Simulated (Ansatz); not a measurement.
# C on Ir(111): change of the work function, part 3 of 4

Aim: the work function of Ir(111) at several coverages of C (fcc site), and the dipole that each adsorbate carries.

Ansatz 0.2.0; plane-wave DFT, PBE, Ansatz PAW.

So far, work function, upper face (eV): step 2 (the clean slab) 5.49; step 3 (37 atoms, coverage 0.111 ML, cell 3x3) 5.56.

## (4) Adsorbate added, k-mesh 6×6×1, coverage 0.25 ML

System of this step: Ir16C (C/Ir(111)). The cell holds 17 atoms: 16 Ir and 1 C. Cell: a = 5.431 Å, b = 5.431 Å, c = 26.228 Å, α = 90.0°, β = 90.0°, γ = 60.0°. Vacuum lies along c.

Another coverage, to see how the dipoles act on each other as their distance changes.

Contents of input.yaml:

```yaml
crystal:
  lattice:
    - [5.4305800796, 0.0, 0.0]
    - [2.7152900398, 4.7030203062, 0.0]
    - [0.0, 0.0, 26.2284156464]
  atoms:
    - { symbol: Ir, position: [0.0, 0.0, 0.3431392929] }
    - { symbol: Ir, position: [0.1666666667, 0.1666666667, 0.4276668932] }
    - { symbol: Ir, position: [0.3333333333, 0.3333333333, 0.5120960926] }
    - { symbol: Ir, position: [0.0, 0.0, 0.5961199903] }
    - { symbol: Ir, position: [0.0, 0.5, 0.3431392929] }
    - { symbol: Ir, position: [0.1666666667, 0.6666666667, 0.4276668932] }
    - { symbol: Ir, position: [0.3333333333, 0.8333333333, 0.5120960926] }
    - { symbol: Ir, position: [0.0, 0.5, 0.5961199903] }
    - { symbol: Ir, position: [0.5, 0.0, 0.3431392929] }
    - { symbol: Ir, position: [0.6666666667, 0.1666666667, 0.4276668932] }
    - { symbol: Ir, position: [0.8333333333, 0.3333333333, 0.5120960926] }
    - { symbol: Ir, position: [0.5, 0.0, 0.5961199903] }
    - { symbol: Ir, position: [0.5, 0.5, 0.3431392929] }
    - { symbol: Ir, position: [0.6666666667, 0.6666666667, 0.4276668932] }
    - { symbol: Ir, position: [0.8333333333, 0.8333333333, 0.5120960926] }
    - { symbol: Ir, position: [0.5, 0.5, 0.5961199903] }
    - { symbol: C, position: [0.1666666667, 0.1666666667, 0.6568607071] }
kpoints:
  mp_grid: { grid: [6, 6, 1] }
hamiltonian:
  xc: pbe
scf:
  occupations: { method: fermi_dirac, width: 0.1 }
  convergence: { dr2_threshold: 1.0e-08 }
efield:
  axis: 3
  dipole_correction: true
  ramp_position: 0.97
  ramp_width: 0.06
relax:
  f_tol: 0.02
  max_steps: 60
  constraints: [{ sites: [0, 1, 4, 5, 8, 9, 12, 13] }]
output:
  dos: { projected: true, e_range: [-8, 4] }
  write_potential: true
  write_density: true
  volumetric_format: npy
  elf: true
```

Launch:

```sh
ansatz run input.yaml --threads 4 --pin off --max-ram 16384MiB --backend cpu --events-out ev --progress --plain --runs-dir out
```

Log:

```text
[...]
Crystal: 17 atoms, lattice volume = 669.877 Å³
Basis set: ecut = 420 eV, 12993 PW (Γ), exchange–correlation on 80×80×360 points (8 copies of the dense FFT grid, shifted against one another)
Bands: 166, of which v1, the nominal top of the filled ones, is band 138 counted from 1 (137 counted from 0)
Symmetry: 6 space group operations
[...]
k-points: 7 of 36 (time reversal used)
[...]
SCF iter   1: F=—  HF=-191206.802435 eV  |F-HF|=—  |Δ(HF+E_count)|=         —  Δρ=7.19e-3  dr2=2.01e0  ethr=1.77e-3  p=-0.093 e·Å  D=-2.52e-2 V/Å  ΔV_dip=0.66 eV  dr2_dipole=1.29e-1  V_vac-E_F(+/−)=5.89/5.23 eV  ⟨swp⟩=8.0  Hψ=5245  notcnv=0  defer=20
[...]
SCF iter  10: F=-191206.767000 eV  HF=-191206.767000 eV  |F-HF|=1.13e-8  |Δ(HF+E_count)|=   1.26e-7  Δρ=3.69e-7  dr2=1.68e-9  ethr=3.62e-12  p=-0.099 e·Å  D=-2.67e-2 V/Å  ΔV_dip=0.70 eV  dr2_dipole=5.20e-12  V_vac-E_F(+/−)=6.21/5.51 eV  ⟨swp⟩=10.7  Hψ=8031  notcnv=0
SCF 1 converged in 10 iterations: F = -191206.767000 eV  dr2 = 1.68e-9
[...]
relax step   1: F+E_penalty+E_count = -191206.76699952 eV  Δ(F+E_penalty+E_count) = +0.000e0 eV  max|allowed force component| = 3.951e0 eV/Å  Δτ_max = 0.0000 Å  (10 SCF iters, accepted)
[...]
SCF iter  11: F=-191207.802973 eV  HF=-191207.802973 eV  |F-HF|=1.43e-8  |Δ(HF+E_count)|=   4.00e-8  Δρ=3.10e-7  dr2=8.26e-10  ethr=3.62e-12  p=-0.062 e·Å  D=-1.67e-2 V/Å  ΔV_dip=0.44 eV  dr2_dipole=4.07e-11  V_vac-E_F(+/−)=5.93/5.50 eV  ⟨swp⟩=9.4  Hψ=7695  notcnv=0
SCF 2 converged in 11 iterations: F = -191207.802973 eV  dr2 = 8.26e-10
[...]
relax step   2: F+E_penalty+E_count = -191207.80297334 eV  Δ(F+E_penalty+E_count) = -1.036e0 eV  max|allowed force component| = 1.750e0 eV/Å  Δτ_max = 0.1943 Å  (11 SCF iters, accepted)
[...]
SCF iter   9: F=-191207.964715 eV  HF=-191207.964715 eV  |F-HF|=2.36e-7  |Δ(HF+E_count)|=   3.44e-7  Δρ=1.34e-6  dr2=9.56e-9  ethr=3.62e-12  p=-0.030 e·Å  D=-8.23e-3 V/Å  ΔV_dip=0.22 eV  dr2_dipole=1.20e-10  V_vac-E_F(+/−)=5.71/5.49 eV  ⟨swp⟩=14.6  Hψ=10015  notcnv=0
SCF 3 converged in 9 iterations: F = -191207.964715 eV  dr2 = 9.56e-9
relax step   3: F+E_penalty+E_count = -191207.96471475 eV  Δ(F+E_penalty+E_count) = -1.617e-1 eV  max|allowed force component| = 6.487e-1 eV/Å  Δτ_max = 0.1948 Å  (9 SCF iters, accepted)
[...]
relax step   4: F+E_penalty+E_count = -191207.98717504 eV  Δ(F+E_penalty+E_count) = -2.246e-2 eV  max|allowed force component| = 6.783e-2 eV/Å  Δτ_max = 0.0237 Å  (9 SCF iters, accepted)
[...]
relax step   5: F+E_penalty+E_count = -191207.98762017 eV  Δ(F+E_penalty+E_count) = -4.451e-4 eV  max|allowed force component| = 2.456e-2 eV/Å  Δτ_max = 0.0065 Å  (7 SCF iters, accepted)
SCF iter   1: F=—  HF=-191207.987125 eV  |F-HF|=—  |Δ(HF+E_count)|=         —  Δρ=9.17e-5  dr2=1.14e-4  ethr=3.47e-7  p=-0.026 e·Å  D=-7.14e-3 V/Å  ΔV_dip=0.19 eV  dr2_dipole=1.48e-5  V_vac-E_F(+/−)=5.68/5.49 eV  ⟨swp⟩=2.1  Hψ=1924  notcnv=0
[...]
SCF iter   6: F=-191207.987695 eV  HF=-191207.987695 eV  |F-HF|=3.73e-8  |Δ(HF+E_count)|=   1.27e-7  Δρ=7.19e-7  dr2=5.06e-9  ethr=3.62e-12  p=-0.027 e·Å  D=-7.19e-3 V/Å  ΔV_dip=0.19 eV  dr2_dipole=2.11e-10  V_vac-E_F(+/−)=5.68/5.49 eV  ⟨swp⟩=10.3  Hψ=8970  notcnv=0
SCF 6 converged in 6 iterations: F = -191207.987695 eV  dr2 = 5.06e-9
relax step   6: F+E_penalty+E_count = -191207.98769530 eV  Δ(F+E_penalty+E_count) = -7.513e-5 eV  max|allowed force component| = 5.007e-4 eV/Å  Δτ_max = 0.0015 Å  (6 SCF iters, accepted)
[...]
SCF converged after 6 iterations
Free energy (F): -191207.987695 eV
[...]
Internal energy: -191207.356899 eV  (E = F + TS)
E sigma→0 (E₀):  -191207.672297 eV
Entropy (-TS):   -0.630797 eV (-37.106 meV/atom)
Fermi energy:    5.149729 eV
Dipole field:    D = -0.007202 V/Å  (p = -0.026663 e·Å, saw-weighted, corrected)
Work function:   Φ+ = 5.6828 eV   Φ− = 5.4939 eV
[...]
--- Forces (eV/Å), atoms counted from 1 ---
  atom   1  Ir    -0.01208300    -0.00697612     0.12024388
  atom   2  Ir    -0.00000000    -0.00000000    -0.04833900
  atom   3  Ir     0.00012289     0.00007095     0.00010319
  atom   4  Ir     0.00007281     0.00004203    -0.00014591
  atom   5  Ir     0.00000000     0.01395224     0.12024388
  atom   6  Ir     0.02648084    -0.01528872    -0.19377689
  atom   7  Ir    -0.00000000    -0.00014190     0.00010319
  atom   8  Ir    -0.00000000    -0.00008407    -0.00014591
  atom   9  Ir     0.01208300    -0.00697612     0.12024388
  atom  10  Ir    -0.00000000     0.03057743    -0.19377689
  atom  11  Ir    -0.00012289     0.00007095     0.00010319
  atom  12  Ir    -0.00007281     0.00004203    -0.00014591
  atom  13  Ir     0.00000000    -0.00000000     0.26955197
  atom  14  Ir    -0.02648084    -0.01528872    -0.19377689
  atom  15  Ir    -0.00000000     0.00000000    -0.00050072
  atom  16  Ir    -0.00000000    -0.00000000    -0.00027776
  atom  17  C      0.00000000     0.00000000     0.00028476
  max |Σ_I F_I| component: 7.93e-6 eV/Å
--- Band table (eV; the first three rows and the last of 7) ---
  k-point 0: bands = [... 134 lower, 5.6815, 5.8294, 5.8294, 6.0326, 6.0326, 6.0816, 6.1330, 6.1552, ... 24 higher]
  k-point 1: bands = [... 134 lower, 5.3903, 5.4393, 5.5494, 5.5932, 5.6581, 5.6732, 5.7722, 5.8298, ... 24 higher]
  k-point 2: bands = [... 134 lower, 4.5660, 4.7066, 4.7945, 4.9231, 5.1365, 5.2246, 5.2345, 5.3060, ... 24 higher]
  k-point 6: bands = [... 134 lower, 4.6589, 4.7032, 4.8235, 4.8943, 5.0318, 5.1247, 5.1395, 5.3112, ... 24 higher]
--- Relaxed structure (6 steps of the walk, 6 accepted, 0 SCFs on fresh bases) ---
  F+E_penalty+E_count = -191207.98769530 eV   max|allowed force component| = 5.007e-4 eV/Å
  atoms:
    - { symbol: Ir, position: [-1.795949e-17, -1.795949e-17, 0.3431392929] }
    - { symbol: Ir, position: [0.166667, 0.166667, 0.427667] }
    - { symbol: Ir, position: [0.333408, 0.333408, 0.511939] }
    - { symbol: Ir, position: [-0.00597408, -0.00597408, 0.600231] }
    - { symbol: Ir, position: [2.775558e-17, 0.500000, 0.3431392929] }
    - { symbol: Ir, position: [0.166667, 0.666667, 0.427667] }
    - { symbol: Ir, position: [0.333408, 0.833184, 0.511939] }
    - { symbol: Ir, position: [-0.00597408, 0.511948, 0.600231] }
    - { symbol: Ir, position: [0.500000, -1.795949e-17, 0.3431392929] }
    - { symbol: Ir, position: [0.666667, 0.166667, 0.427667] }
    - { symbol: Ir, position: [0.833184, 0.333408, 0.511939] }
    - { symbol: Ir, position: [0.511948, -0.00597408, 0.600231] }
    - { symbol: Ir, position: [0.5, 0.500000, 0.3431392929] }
    - { symbol: Ir, position: [0.666667, 0.666667, 0.427667] }
    - { symbol: Ir, position: [0.833333, 0.833333, 0.511589] }
    - { symbol: Ir, position: [0.5, 0.500000, 0.595186] }
    - { symbol: C, position: [0.166667, 0.166667, 0.641140] }
```

It took 2.9 min on 4 threads of Arm Neoverse V1, shared host; peak memory 2.7 GiB.

Step by step:

| step | energy less that of the first step (eV) | largest force component (eV/Å) |
| --- | --- | --- |
| 1 | 0.0000 | 3.9510 |
| 2 | -1.0360 | 1.7505 |
| 3 | -1.1977 | 0.6487 |
| 4 | -1.2202 | 0.0678 |
| 5 | -1.2206 | 0.0246 |
| 6 | -1.2207 | 0.0005 |

The run keeps the 6 symmetry operations that the program found, so distortions that break them were not tested.

The atoms that moved most (Å):

| atom | dx | dy | dz | length |
| --- | --- | --- | --- | --- |
| C17 | 0.000 | 0.000 | -0.412 | 0.412 |
| Ir4 | -0.049 | -0.028 | 0.108 | 0.122 |
| Ir12 | 0.049 | -0.028 | 0.108 | 0.122 |
| Ir8 | 0.000 | 0.056 | 0.108 | 0.122 |
| Ir16 | 0.000 | 0.000 | -0.024 | 0.024 |
| Ir15 | 0.000 | 0.000 | -0.013 | 0.013 |

Final coordinates:

```xyz
17
Lattice="5.4306 0.0000 0.0000 2.7153 4.7030 0.0000 0.0000 0.0000 26.2284" Properties=species:S:1:pos:R:3
Ir    0.0000    0.0000    9.0000
Ir    1.3576    0.7838   11.2170
Ir    2.7159    1.5680   13.4273
Ir   -0.0487   -0.0281   15.7431
Ir    1.3576    2.3515    9.0000
Ir    2.7153    3.1353   11.2170
Ir    4.0729    3.9185   13.4273
Ir    1.3576    2.4077   15.7431
Ir    2.7153    0.0000    9.0000
Ir    4.0729    0.7838   11.2170
Ir    5.4300    1.5680   13.4273
Ir    2.7640   -0.0281   15.7431
Ir    4.0729    2.3515    9.0000
Ir    5.4306    3.1353   11.2170
Ir    6.7882    3.9192   13.4182
Ir    4.0729    2.3515   15.6108
C     1.3576    0.7838   16.8161
```

Numbers from this step:

```
energy at zero smearing        : -191207.6723 eV
work function, upper face      : 5.683 eV
work function, lower face      : 5.494 eV
dipole along the normal        : -0.02666 e·Å
step between the vacuum levels : 0.1889 eV
```

The density of states has structure finer than the step of the table below, so its rows give means over 0.5 eV. Peaks (eV: height): -4.99: 38.4, -4.12: 49.1, -3.91: 39.5, -3.76: 48.2, -3.19: 37.9, -2.95: 58.0, 1.32: 38.2.

Density of states against energy, zero at the Fermi level; means over each step:

energy (eV), density of states (states/eV a cell) and a bar from the least value:
```
     -7.5        7.8 
     -7.0       13.6 #########
     -6.5       18.2 #################
     -6.0       18.0 #################
     -5.5       12.9 ########
     -5.0       18.9 ##################
     -4.5       17.0 ###############
     -4.0       23.7 ##########################
     -3.5       24.6 ###########################
     -3.0       26.2 ##############################
     -2.5       15.1 ############
     -2.0       19.0 ##################
     -1.5       17.4 ################
     -1.0       20.4 #####################
     -0.5       18.9 ##################
      0.0       17.9 ################
      0.5       21.3 ######################
      1.0       16.3 ##############
      1.5        7.8
```

Projected DOS per atom over height of the atomic layer and energy from the Fermi level. Layers: Ir4 Ir4 Ir4 Ir4 C from below.

Values in states/eV, 22 rows by 5 columns, each cell a mean:
```
0.40 0.26 0.28 0.45 0.78
0.69 0.60 0.73 0.60 0.45
1.02 1.48 1.33 0.88 0.36
1.37 1.38 1.19 0.97 0.34
1.38 0.95 1.08 1.12 0.43
1.25 0.95 0.84 1.24 0.25
1.46 0.96 1.00 1.38 0.36
1.45 0.84 1.19 1.27 0.48
1.48 0.95 1.14 1.20 0.30
1.19 0.77 0.66 1.20 0.40
1.64 0.88 0.92 1.09 0.43
2.21 1.53 1.49 1.43 0.26
1.44 1.51 1.54 1.61 0.43
1.02 1.25 1.19 1.21 0.52
0.73 1.07 1.25 1.01 0.63
1.12 1.05 1.23 1.27 0.85
0.69 0.83 0.74 1.00 0.53
0.92 1.22 1.10 0.84 0.48
0.85 1.57 1.32 0.83 0.40
0.49 1.26 1.14 0.68 0.35
0.38 1.06 0.96 0.52 0.26
0.17 0.40 0.35 0.14 0.07
```
Columns: height of the atomic layer (Å) from 9 to 16.8 (not evenly spaced); rows upwards: energy from the Fermi level (eV) from -7.96 to 1.95.

Valence density in the ca plane at fractional y = 0.167, with atoms of Ir and C within 0.2 Å of it. It is the smooth field of the valence electrons, not physical close to the nuclei.

Ten steps, logarithmic in the rise over the least value, from '0' (0.0 e/Å³) to '9' (8.9 e/Å³), each cell a mean:
```
45664333433345664335665321000000000000000000
45664333443345664335665321000000000000000000
34543346765334543334444210000000000000000000
23333368997433333223333210000000000000000000
23333469998433332223332210000000000000000000
23333368997433333223333210000000000000000000
34554345664334554334554210000000000000000000
45664333433345664335665321000000000000000000
45664333443345664334565431100000000000000000
34543346765334543333445543100000000000000000
23333368997433332222345664210000000000000000
23333469998433332222345665310000000000000000
23333368997433333223345664210000000000000000
34554345664334553334455443100000000000000000
```
Columns run along c (16.0 Å, from fractional 0.32 to 0.93 of the cell), rows up along a (5.4 Å). Atoms in or near the plane, at fractional coordinates: Ir at (0.43, 0.17), Ir at (0.43, 0.67), C at (0.64, 0.17).

Electrostatic potential energy in the ca plane at fractional y = 0.167, with atoms of Ir and C within 0.2 Å of it. With pseudopotentials it is smooth inside the atoms' cores, unlike the true potential.

Ten even steps from '0' (-51 eV) to '9' (11 eV), each cell a mean:
```
85457898888885347886446899999999999999999999
85457888788885447887446899999999999999999999
87778874236887678998778999999999999999999999
99889840003788889999889999999999999999999999
99999830001789999999999999999999999999999999
98888850003788889998888999999999999999999999
87668875347887668987667999999999999999999999
85457898888885347886446899999999999999999999
85457888788885447887557899999999999999999999
87778874236887678998777779999999999999999999
99889840003788889999885116999999999999999999
99999830001789999999883004899999999999999999
98888850003788889999886227999999999999999999
87668875347887668998767789999999999999999999
```
Columns run along c (16.0 Å, from fractional 0.32 to 0.93 of the cell; values clipped at the 3rd and 97th percentile), rows up along a (5.4 Å). Atoms in or near the plane, at fractional coordinates: Ir at (0.43, 0.17), Ir at (0.43, 0.67), C at (0.64, 0.17).

ELF in the ca plane at fractional y = 0.167, with atoms of Ir and C within 0.2 Å of it. It is the smooth field of the valence electrons, not physical close to the nuclei.

Ten even steps from '0' (0.00) to '9' (0.82), each cell a mean:
```
34553333333334543333443455321000000000000000
34543333333334543333454322100000000000000000
33333335654333333333333321000000000000000000
34333347776333332223334321000000000000000000
34333357576333332123444321000000000000000000
33333347775333332223333321000000000000000000
34433334553333433333443321000000000000000000
34553333333334543334454332100000000000000000
34543333333334543333443455421000000000000000
33333335654333433332335899852100000000000000
34333347776333332222357679974100000000000000
34433357576333332112366239985200000000000000
33333347775333332222357789974100000000000000
34433334553333433333335799752000000000000000
```
Columns run along c (16.0 Å, from fractional 0.32 to 0.93 of the cell), rows up along a (5.4 Å). Atoms in or near the plane, at fractional coordinates: Ir at (0.43, 0.17), Ir at (0.43, 0.67), C at (0.64, 0.17).

The relaxation took 6 steps and lowered the energy by 1.2 eV; the largest force on the free atoms ends at 5.0e-4 eV/Å.

By hand: a sheet of dipoles makes a step −p/(ε₀A) in the electron's potential. With e/ε₀ = 180.95 V·Å, p = -0.02666 e·Å and A = 25.54 Å², that is −180.95 × (-0.02666) / 25.54 = +0.189 eV, and the two vacuum levels of the run differ by +0.189 eV.

The covered face has 5.68 eV, +0.20 eV against the clean one; the bare back face has moved by -0.00 eV, a measure of how thin the slab is.

## (5) Adsorbate added, k-mesh 6×6×1, coverage 0.5 ML

System of this step: Ir8C (C/Ir(111)). The cell holds 18 atoms: 16 Ir and 2 C. Cell: a = 5.431 Å, b = 5.431 Å, c = 26.228 Å, α = 90.0°, β = 90.0°, γ = 60.0°. Vacuum lies along c.

Another coverage, to see how the dipoles act on each other as their distance changes.

input.yaml: that of step 4 with these lines changed.

```diff
@@ -23,2 +23,3 @@
     - { symbol: C, position: [0.1666666667, 0.1666666667, 0.6568607071] }
+    - { symbol: C, position: [0.6666666667, 0.1666666667, 0.6568607071] }
 kpoints:
```

Log:

```text
[...]
Crystal: 18 atoms, lattice volume = 669.877 Å³
Basis set: ecut = 420 eV, 12993 PW (Γ), exchange–correlation on 80×80×360 points (8 copies of the dense FFT grid, shifted against one another)
Bands: 168, of which v1, the nominal top of the filled ones, is band 140 counted from 1 (139 counted from 0)
Symmetry: 4 space group operations
[...]
- { symbol: Ir, position: [0.5, 0.500000, 0.3431392929] }
    - { symbol: Ir, position: [0.66666666665, 0.666667, 0.427667] }
    - { symbol: Ir, position: [0.832096, 0.835809, 0.512891] }
    - { symbol: Ir, position: [0.524408, 0.451184, 0.598342] }
    - { symbol: C, position: [0.174656, 0.150687, 0.645833] }
    - { symbol: C, position: [0.674656, 0.150687, 0.645833] }
[key lines of the parts left out:]
SCF converged after 8 iterations
Free energy (F): -191457.250096 eV
Fermi energy:    5.258081 eV
Dipole field:    D = -0.014791 V/Å  (p = -0.054756 e·Å, saw-weighted, corrected)
Work function:   Φ+ = 5.8667 eV   Φ− = 5.4787 eV
```

Run time: 5.6 min. Hardware: 4 threads; peak memory 3.1 GiB; 22 min of CPU time.

(Part 3 of 4 ends here.)

[Long decimals in the printed logs are rounded to 6 places.]

[Logs are printed without paths, hosts, clocks, repeated set-up lines and the standing remarks that a program may print on its own settings, such as how far it seeks lower states.]

[Hosts, paths, dates, database ids (printed as entryN), source tags and the programs' standing remarks are cut or masked in the printed files.]

[Maps of the electrostatic potential energy from Ansatz leave out the sawtooth potential of an applied field or a dipole correction, so their vacuum need not be flat; planar profiles and work functions include it.]

[The density of states shown here was stored with 400 of the rows of the run's finer table, so its peaks can read low, often by over a quarter, or be missed, and its means over a window can be off by a tenth or more.]
